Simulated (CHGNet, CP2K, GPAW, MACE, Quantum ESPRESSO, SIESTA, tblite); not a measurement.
# Predicting plane-wave site energies from CP2K double zeta, PBEsol: a vacancy of Hf in amorphous HfO2 at 8.88 g/cm^3 (84 atoms)

Density of this cell: 8.88 g/cm³. The cell holds 84 atoms: 28 Hf and 56 O. Cell: a = 10.328 Å, b = 10.328 Å, c = 10.328 Å, α = 90.0°, β = 90.0°, γ = 90.0°. 84 atoms (28 Zr, 56 O) placed at random at 5.2 g/cm³, melted at 5000 K for 10 ps at fixed volume with the Morse and Coulomb pair potential with partial charges (Pedone, Malavasi, Menziani, Cormack and Segre, J. Phys. Chem. B 110, 11780 (2006)). Quenched from 5000 K to 300 K at 50 K/ps and fixed volume, held 5 ps, then minimised at fixed cell. Then Zr was replaced by Hf at the same volume (the potential has no terms for Hf, so the cell is a start for a DFT relaxation). Then the atoms were relaxed with MACE MP-0b3 medium in the fixed cell.

Calculated with Quantum ESPRESSO 7.5: PBE; plane waves, SSSP efficiency, 60/480 Ry; k-points Γ. The cheaper level is PBEsol; DZVP-MOLOPT-SR, GTH-PBE potentials, 600 Ry; k-points Γ. Each row is one cell with a vacancy of Hf, relaxed with MACE MP-0b3 medium; both levels solve the same cells, and energies are counted from site Hf14 at each level.

| energy from CP2K double zeta, PBEsol (eV) | energy from plane waves (eV) | site |
| --- | --- | --- |
| 0.000 | 0 | Hf14 |
| 0.418 | 0.2738 | Hf21 |
| 0.599 | 0.2589 | Hf11 |
| 0.608 | ? | ? |
| 1.205 | 0.9647 | Hf17 |

**Question.** Fit a straight line to the rows given and interpolate to the withheld row.

Worked fit:

Take u as the energy from CP2K double zeta, PBEsol and v as that from plane waves.

| u (eV) | v (eV) |
| --- | --- |
| 0 | 0 |
| 0.418435 | 0.273773 |
| 0.599310 | 0.258866 |
| 1.20527 | 0.964669 |

With n = 4: mean u = 0.555754, mean v = 0.374327, Σ(u − ū)² = 0.75149, Σ(u − ū)(v − v̄) = 0.60025. Slope b = 0.60025 / 0.75149 = 0.79875; intercept a = v̄ − b ū = -0.069580.

At the withheld site u = 0.6078, and v = a + b u.

Prediction at 0.608: 0.4159 eV. The run gave 0.2727 eV, so the fit is high by 0.14 eV (53 % of the value).

The slope of 0.80 says that CP2K double zeta, PBEsol stretches the spread of the sites. Taken as it stands, without the line, its value misses the withheld site by 0.34 eV. Among the rows given, the largest miss of the fit is at 0.599, by 0.15 eV (16 % of the range of the table).

Limits: Few sites, one cell. The geometries are those of MACE MP-0b3 medium, not of DFT.

[Hosts, paths, dates, database ids (printed as entryN), source tags and the programs' standing remarks are cut or masked in the printed files.]
